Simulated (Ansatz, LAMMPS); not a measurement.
# Elastic response of amorphous carbon at 2.60 g/cm^3 (96 atoms), part 3 of 3

How stiff is amorphous carbon at 2.60 g/cm^3 (96 atoms)?

Ansatz 0.2.0; Kohn-Sham DFT, PBE, PAW (set soft_2), plane waves.

The cell: 96 C. The quench rate of 200 K/ps is many orders above laboratory rates. The starting topology of bonds comes from the classical model.

So far. Step 7 (Volume -6 %): The relaxation converged after 5 steps, 0.529 eV below its start, with a largest force component of 0.040 eV/Å. Step 7 (Volume -6 %): Volume -6 %: the energy stands 2.22 eV above that of the reference, at a pressure of 16.7 GPa.

### Step 8. Volume +6 %

The relaxed cell is scaled to another volume.

Input and log are left out; they have the form of those shown for this kind of step.

Elapsed: 70 s, on 4 threads of AMD EPYC 9R45 (Zen 5), shared host; peak memory 4.9 GiB; 4.6 min of CPU time.

The relaxation converged after 5 steps, 0.414 eV below its start, with a largest force component of 0.029 eV/Å.

Volume +6 %: the energy stands 1.86 eV above that of the reference, at a pressure of -12.8 GPa.

### Step 9. Volume -10 %

The relaxed cell is scaled to another volume.

Input and log are left out; they have the form of those shown for this kind of step.

The job ended after 84 s (4 threads of AMD EPYC 9R45 (Zen 5), shared host; peak memory 4.3 GiB).

The relaxation converged after 8 steps, 1.64 eV below its start, with a largest force component of 0.042 eV/Å.

Volume -10 %: the energy stands 6.51 eV above that of the reference, at a pressure of 30.1 GPa.

### Step 10. Stretched by 1 % along x

The relaxed cell is strained along x alone, which gives the stiffness along x and its coupling to y and z.

input.yaml

```yaml
crystal:
  lattice:
    - [9.33449, 0.22621, 0.48266]
    - [0.22847, 9.15185, -0.16098]
    - [0.48749, -0.16098, 8.78705]
  atoms:
    [... the 96 atom lines of step 4 ...]
kpoints:
  mp_grid: { grid: [2, 2, 2] }
hamiltonian:
  xc: pbe
scf:
  occupations: { method: gaussian, width: 0.05 }
output:
  forces: true
  eigenvalues: true
  stress: true
relax:
  f_tol: 0.05
  max_steps: 70
```

Command:

```sh
ansatz run input.yaml --threads 4 --pin off --max-ram 8192MiB --backend cpu --events-out ev --progress --plain --runs-dir out
```

Numbers of over 12 decimals in the logs are rounded to 6 here.

Log:

```text
[...]
Crystal: 96 atoms, lattice volume = 747.774 Å³
Basis set: ecut = 420 eV, 14659 PW (Γ), exchange–correlation on 128×128×120 points (8 copies of the dense FFT grid, shifted against one another)
Bands: 288, of which v1, the nominal top of the filled ones, is band 192 counted from 1 (191 counted from 0)
Symmetry: 1 space group operations
[...]
k-points: 8
[...]
SCF iter   1: F=—  HF=-24014.130628 eV  |F-HF|=—  |Δ(HF+E_count)|=         —  Δρ=1.58e-2  dr2=5.16e0  ethr=1.77e-3  ⟨swp⟩=5.5  Hψ=9784  notcnv=0  defer=558
[...]
SCF iter   8: F=—  HF=-24013.404930 eV  |F-HF|=—  |Δ(HF+E_count)|=   3.15e-5  Δρ=1.01e-4  dr2=1.18e-4  ethr=9.43e-8  ⟨swp⟩=2.0  Hψ=2629  notcnv=0  defer=712
SCF iter   9: F=-24013.404891 eV  HF=-24013.404920 eV  |F-HF|=2.93e-5  |Δ(HF+E_count)|=   9.62e-6  Δρ=5.76e-5  dr2=3.75e-5  ethr=1.63e-8  ⟨swp⟩=16.1  Hψ=14345  notcnv=0
SCF 1 converged in 9 iterations: F = -24013.404891 eV  dr2 = 3.75e-5
[...]
relax step   1: F+E_penalty+E_count = -24013.40489111 eV  Δ(F+E_penalty+E_count) = +0.000e0 eV  max|allowed force component| = 3.206e-1 eV/Å  Δτ_max = 0.0000 Å  (9 SCF iters, dr2 threshold 6.25e-5 eV, accepted)
[...]
relax step   2: F+E_penalty+E_count = -24013.44226159 eV  Δ(F+E_penalty+E_count) = -3.737e-2 eV  max|allowed force component| = 1.588e-1 eV/Å  Δτ_max = 0.0148 Å  (7 SCF iters, dr2 threshold 6.42e-6 eV, accepted)
[...]
relax step   3: F+E_penalty+E_count = -24013.45094224 eV  Δ(F+E_penalty+E_count) = -8.681e-3 eV  max|allowed force component| = 3.931e-2 eV/Å  Δτ_max = 0.0084 Å  (9 SCF iters, accepted)
SCF converged after 9 iterations
Free energy (F): -24013.450942 eV
[...]
Internal energy: -24013.433335 eV  (E = F + TS)
E sigma→0 (E₀):  -24013.442139 eV
Entropy (-TS):   -0.017607 eV (-0.183 meV/atom)
Fermi energy:    8.689689 eV
[...]
Σ components = -24013.450942   (vs F -24013.450942, Δ=0.00e0)
--- Forces (eV/Å), atoms counted from 1 ---
  atom   1  C      0.01129542     0.00185582    -0.00606741
  atom   2  C      0.01585894    -0.00631400    -0.02151982
  atom   3  C      0.02540595     0.00109751    -0.01289274
  atom   4  C      0.01950789    -0.00145799    -0.00435611
[...]
atom  96  C     -0.01063653    -0.01193184     0.00399807
  max |Σ_I F_I| component: 5.84e-5 eV/Å
--- Stress (GPa, compression-positive) ---
       -4.548624       0.042016       0.606168
        0.042016      -1.582166      -0.207705
        0.606169      -0.207706      -1.422607
  P = ⅓ Tr σ = -2.5178 GPa (-25.178 kbar)
--- Band table (eV; the first three rows and the last of 8) ---
[...]
--- Relaxed structure (3 steps of the walk, 3 accepted, 0 SCFs on fresh bases) ---
  F+E_penalty+E_count = -24013.45094224 eV   max|allowed force component| = 3.931e-2 eV/Å
  atoms:
    - { symbol: C, position: [0.0098219, 0.171202, 0.882072] }
    - { symbol: C, position: [0.354360, 0.333921, 0.909207] }
    - { symbol: C, position: [0.555784, 0.353287, 0.653610] }
    - { symbol: C, position: [0.00921322, 0.490203, 0.821299] }
[...]
- { symbol: C, position: [0.197082, 0.851693, 0.556164] }
```

The job ended after 41 s (4 threads of AMD EPYC 9R45 (Zen 5), shared host; peak memory 4.7 GiB).

The relaxation converged after 3 steps, 0.0461 eV below its start, with a largest force component of 0.039 eV/Å.

Stretched by 1 % along x: the energy stands 0.104 eV above that of the reference, at a pressure of -2.52 GPa.

### Step 11. Compressed by 1 % along x

The relaxed cell is strained along x alone, which gives the stiffness along x and its coupling to y and z.

input.yaml, the sections that differ from step 10:

```yaml
crystal:
  lattice:
    - [9.14965, 0.22621, 0.48266]
    - [0.22395, 9.15185, -0.16098]
    - [0.47783, -0.16098, 8.78705]
  atoms:
    [... the 96 atom lines of step 4 ...]
# kpoints, hamiltonian, scf, output, relax: as in step 10
```

Log:

```text
[...]
Crystal: 96 atoms, lattice volume = 732.967 Å³
Basis set: ecut = 420 eV, 14339 PW (Γ), exchange–correlation on 128×128×120 points (8 copies of the dense FFT grid, shifted against one another)
Bands: 288, of which v1, the nominal top of the filled ones, is band 192 counted from 1 (191 counted from 0)
Symmetry: 1 space group operations
[...]
k-points: 8
[...]
SCF iter   1: F=—  HF=-24014.123354 eV  |F-HF|=—  |Δ(HF+E_count)|=         —  Δρ=1.58e-2  dr2=4.96e0  ethr=1.77e-3  ⟨swp⟩=6.0  Hψ=10252  notcnv=0  defer=471
[...]
SCF iter   9: F=-24013.399527 eV  HF=-24013.399558 eV  |F-HF|=3.07e-5  |Δ(HF+E_count)|=   1.15e-5  Δρ=6.10e-5  dr2=3.97e-5  ethr=1.63e-8  ⟨swp⟩=16.4  Hψ=14435  notcnv=0
SCF 1 converged in 9 iterations: F = -24013.399527 eV  dr2 = 3.97e-5
[...]
relax step   1: F+E_penalty+E_count = -24013.39952735 eV  Δ(F+E_penalty+E_count) = +0.000e0 eV  max|allowed force component| = 3.369e-1 eV/Å  Δτ_max = 0.0000 Å  (9 SCF iters, dr2 threshold 6.25e-5 eV, accepted)
[...]
relax step   2: F+E_penalty+E_count = -24013.43852796 eV  Δ(F+E_penalty+E_count) = -3.900e-2 eV  max|allowed force component| = 1.547e-1 eV/Å  Δτ_max = 0.0141 Å  (7 SCF iters, dr2 threshold 7.09e-6 eV, accepted)
[...]
relax step   3: F+E_penalty+E_count = -24013.44731724 eV  Δ(F+E_penalty+E_count) = -8.789e-3 eV  max|allowed force component| = 3.914e-2 eV/Å  Δτ_max = 0.0089 Å  (10 SCF iters, accepted)
SCF converged after 10 iterations
Free energy (F): -24013.447317 eV
[...]
Internal energy: -24013.428222 eV  (E = F + TS)
E sigma→0 (E₀):  -24013.437769 eV
Entropy (-TS):   -0.019096 eV (-0.199 meV/atom)
Fermi energy:    8.958229 eV
[...]
--- Forces (eV/Å), atoms counted from 1 ---
  atom   1  C     -0.00959755    -0.00077488     0.00107128
  atom   2  C     -0.01734729     0.00971077     0.02422187
  atom   3  C     -0.02254188    -0.00127435     0.01092947
  atom   4  C     -0.01554855     0.00157781     0.00328919
  atom   5  C     -0.00457097    -0.01964325     0.01120880
  atom   6  C      0.01392816    -0.01393430     0.02319101
  atom   7  C     -0.03450037    -0.00417420    -0.01284855
  atom   8  C      0.01324528     0.01054548     0.00158360
  atom   9  C     -0.00212519    -0.00599381     0.00278718
  atom  10  C     -0.00386327     0.03018999     0.00006875
  atom  11  C      0.01755551     0.01138189     0.00802412
  atom  12  C     -0.02323448     0.01952361     0.00204625
  atom  13  C     -0.00725962     0.01102590    -0.02812586
  atom  14  C     -0.00151974    -0.01156132    -0.01274606
[...]
atom  95  C      0.01824416     0.00851366     0.03457558
  atom  96  C      0.01198284     0.01311317    -0.00361526
  max |Σ_I F_I| component: 6.76e-5 eV/Å
--- Stress (GPa, compression-positive) ---
        4.695707      -0.057435      -0.590871
       -0.057435       1.654006       0.219655
       -0.590871       0.219655       1.501028
  P = ⅓ Tr σ = 2.6169 GPa (26.169 kbar)
--- Band table (eV; the first three rows and the last of 8) ---
[...]
--- Relaxed structure (3 steps of the walk, 3 accepted, 0 SCFs on fresh bases) ---
  F+E_penalty+E_count = -24013.44731724 eV   max|allowed force component| = 3.914e-2 eV/Å
  atoms:
    - { symbol: C, position: [0.010290, 0.171165, 0.883154] }
    - { symbol: C, position: [0.353504, 0.335959, 0.910761] }
    - { symbol: C, position: [0.553406, 0.353545, 0.652758] }
    - { symbol: C, position: [0.010824, 0.489840, 0.821887] }
[...]
- { symbol: C, position: [0.195661, 0.851456, 0.557943] }
```

The job ended after 42 s (4 threads; peak memory 4.7 GiB).

The relaxation converged after 3 steps, 0.0478 eV below its start, with a largest force component of 0.039 eV/Å.

Compressed by 1 % along x: the energy stands 0.108 eV above that of the reference, at a pressure of 2.62 GPa.

### Step 12. Sheared by 2 % in xy

A shear of the relaxed cell gives the modulus that volume changes can't reach.

input.yaml, the sections that differ from step 11:

```yaml
crystal:
  lattice:
    - [9.24433, 0.31863, 0.48266]
    - [0.31773, 9.15411, -0.16098]
    - [0.48105, -0.15615, 8.78705]
  atoms:
    [... the 96 atom lines of step 4 ...]
# kpoints, hamiltonian, scf, output, relax: as in step 11
```

Log:

```text
[...]
Crystal: 96 atoms, lattice volume = 740.296 Å³
Basis set: ecut = 420 eV, 14499 PW (Γ), exchange–correlation on 128×128×120 points (8 copies of the dense FFT grid, shifted against one another)
Bands: 288, of which v1, the nominal top of the filled ones, is band 192 counted from 1 (191 counted from 0)
Symmetry: 1 space group operations
[...]
k-points: 8
[...]
SCF iter   1: F=—  HF=-24014.029548 eV  |F-HF|=—  |Δ(HF+E_count)|=         —  Δρ=1.58e-2  dr2=5.01e0  ethr=1.77e-3  ⟨swp⟩=6.0  Hψ=10143  notcnv=0  defer=500
[...]
SCF iter   9: F=-24013.312984 eV  HF=-24013.313002 eV  |F-HF|=1.82e-5  |Δ(HF+E_count)|=   6.19e-6  Δρ=4.72e-5  dr2=2.37e-5  ethr=1.63e-8  ⟨swp⟩=17.0  Hψ=13120  notcnv=0
SCF 1 converged in 9 iterations: F = -24013.312984 eV  dr2 = 2.37e-5
[...]
relax step   1: F+E_penalty+E_count = -24013.31298388 eV  Δ(F+E_penalty+E_count) = +0.000e0 eV  max|allowed force component| = 5.121e-1 eV/Å  Δτ_max = 0.0000 Å  (9 SCF iters, dr2 threshold 6.25e-5 eV, accepted)
[...]
relax step   2: F+E_penalty+E_count = -24013.38127315 eV  Δ(F+E_penalty+E_count) = -6.829e-2 eV  max|allowed force component| = 2.453e-1 eV/Å  Δτ_max = 0.0199 Å  (7 SCF iters, dr2 threshold 1.64e-5 eV, accepted)
[...]
relax step   3: F+E_penalty+E_count = -24013.39743017 eV  Δ(F+E_penalty+E_count) = -1.616e-2 eV  max|allowed force component| = 6.415e-2 eV/Å  Δτ_max = 0.0115 Å  (8 SCF iters, dr2 threshold 3.76e-6 eV, accepted)
[...]
relax step   4: F+E_penalty+E_count = -24013.39884836 eV  Δ(F+E_penalty+E_count) = -1.418e-3 eV  max|allowed force component| = 3.125e-2 eV/Å  Δτ_max = 0.0033 Å  (8 SCF iters, accepted)
SCF converged after 8 iterations
Free energy (F): -24013.398848 eV
[...]
Internal energy: -24013.380481 eV  (E = F + TS)
E sigma→0 (E₀):  -24013.389665 eV
Entropy (-TS):   -0.018367 eV (-0.191 meV/atom)
Fermi energy:    8.821348 eV
[...]
--- Forces (eV/Å), atoms counted from 1 ---
  atom   1  C     -0.00780147     0.00610353    -0.00769730
  atom   2  C     -0.01192007    -0.00848351     0.00852309
  atom   3  C      0.00294334    -0.00526953     0.00402271
  atom   4  C     -0.00473490    -0.00028954    -0.00317057
  atom   5  C     -0.00925927    -0.00259821     0.00525655
  atom   6  C      0.00194992     0.00249836    -0.00723180
  atom   7  C     -0.00390215     0.00352929     0.00174201
  atom   8  C      0.00490817    -0.01027533    -0.00585450
  atom   9  C     -0.00246728     0.00083503    -0.00267935
  atom  10  C      0.00049739     0.00038131    -0.00772584
  atom  11  C      0.00564060     0.00304131    -0.00872766
  atom  12  C      0.00011739     0.01003795    -0.00882045
  atom  13  C      0.00743967     0.00567658     0.00347042
  atom  14  C      0.00789784    -0.00534110     0.00414722
[...]
atom  95  C      0.00031945    -0.00091686    -0.00634614
  atom  96  C      0.00545005     0.00796148    -0.00448240
  max |Σ_I F_I| component: 1.03e-4 eV/Å
--- Stress (GPa, compression-positive) ---
        0.122531      -3.346483       0.064679
       -3.346484      -0.234858       0.006284
        0.064679       0.006284      -0.006186
  P = ⅓ Tr σ = -0.0395 GPa (-0.395 kbar)
--- Band table (eV; the first three rows and the last of 8) ---
[...]
--- Relaxed structure (4 steps of the walk, 4 accepted, 0 SCFs on fresh bases) ---
  F+E_penalty+E_count = -24013.39884836 eV   max|allowed force component| = 3.125e-2 eV/Å
  atoms:
    - { symbol: C, position: [0.010272, 0.171653, 0.882003] }
    - { symbol: C, position: [0.352023, 0.334100, 0.909286] }
    - { symbol: C, position: [0.553964, 0.352897, 0.653103] }
    - { symbol: C, position: [0.010018, 0.489300, 0.821565] }
[...]
- { symbol: C, position: [0.196596, 0.852841, 0.557646] }
```

Elapsed: 52 s, on 4 threads; peak memory 4.7 GiB; 3.3 min of CPU time.

The relaxation converged after 4 steps, 0.0859 eV below its start, with a largest force component of 0.031 eV/Å.

Sheared by 2 % in xy: the energy stands 0.156 eV above that of the reference, at a pressure of -0.0395 GPa.

### Step 13. Pressure against volume

Atoms are relaxed at each volume, in the scaled cell.

```tsv
volume change (%)	volume (Å³/atom)	energy change (meV/atom)	pressure (GPa)	largest move on relaxing (Å)	bonds
-10	6.941	67.86	30.11	0.21	158
-6	7.249	23.12	16.67	0.11	158
-3	7.481	5.55	7.82	0.05	158
+0	7.712	0.00	0.00	-	158
+3	7.944	5.08	-6.85	0.04	158
+6	8.175	19.42	-12.84	0.08	158
```

### Step 14. Uniaxial strain and shear

Stress (GPa, compression positive) less that of the relaxed cell, atoms relaxed:

```tsv
strain	xx	yy	zz	xy	energy change (meV/atom)
stretched by 1 % along x	-4.546	-1.576	-1.432	0.041	1.09
compressed by 1 % along x	4.699	1.660	1.491	-0.058	1.12
sheared by 2 % in xy	0.126	-0.229	-0.016	-3.347	1.63
```

### Step 15. Findings

The bulk modulus, from the slope of pressure against ln V over the three points nearest the relaxed volume, is 244 GPa; a quadratic over all points gives a pressure derivative of about 3.2. In the Cartesian axes of the cell, finite differences give C11 = 462, C12 = 162, C13 = 146 and C66 = 167 GPa (the shear of 2 % is the engineering strain, εxy = 0.01). The mean of C11, C12 and C13, which equals the bulk modulus in a cubic or isotropic solid, is 257 GPa: it agrees with the bulk modulus within 10 %. For an isotropic solid C66 would equal (C11 − C12)/2 = 150 GPa; so small a sample needn't be isotropic, and C66 rests on one shear. With the bulk modulus and C66 as K and G, Young's modulus would be about 409 GPa and Poisson's ratio 0.22.

Caveats: Strains are finite and relaxations stop at the force tolerance of the input, which can leave moduli too stiff; they are those of a static cell at zero temperature. Volumes are changed with the cell's shape held, so in an anisotropic solid the modulus lies over the one under free hydrostatic load. The program notes that the SCF threshold of the relaxations is loose for the stress.

The DFT runs together took 23 min of wall time.

[Logs are printed without paths, hosts, clocks, repeated set-up lines and the standing remarks that a program may print on its own settings, such as how far it seeks lower states.]

[Hosts, paths, dates, database ids (printed as entryN), source tags and the programs' standing remarks are cut or masked in the printed files.]
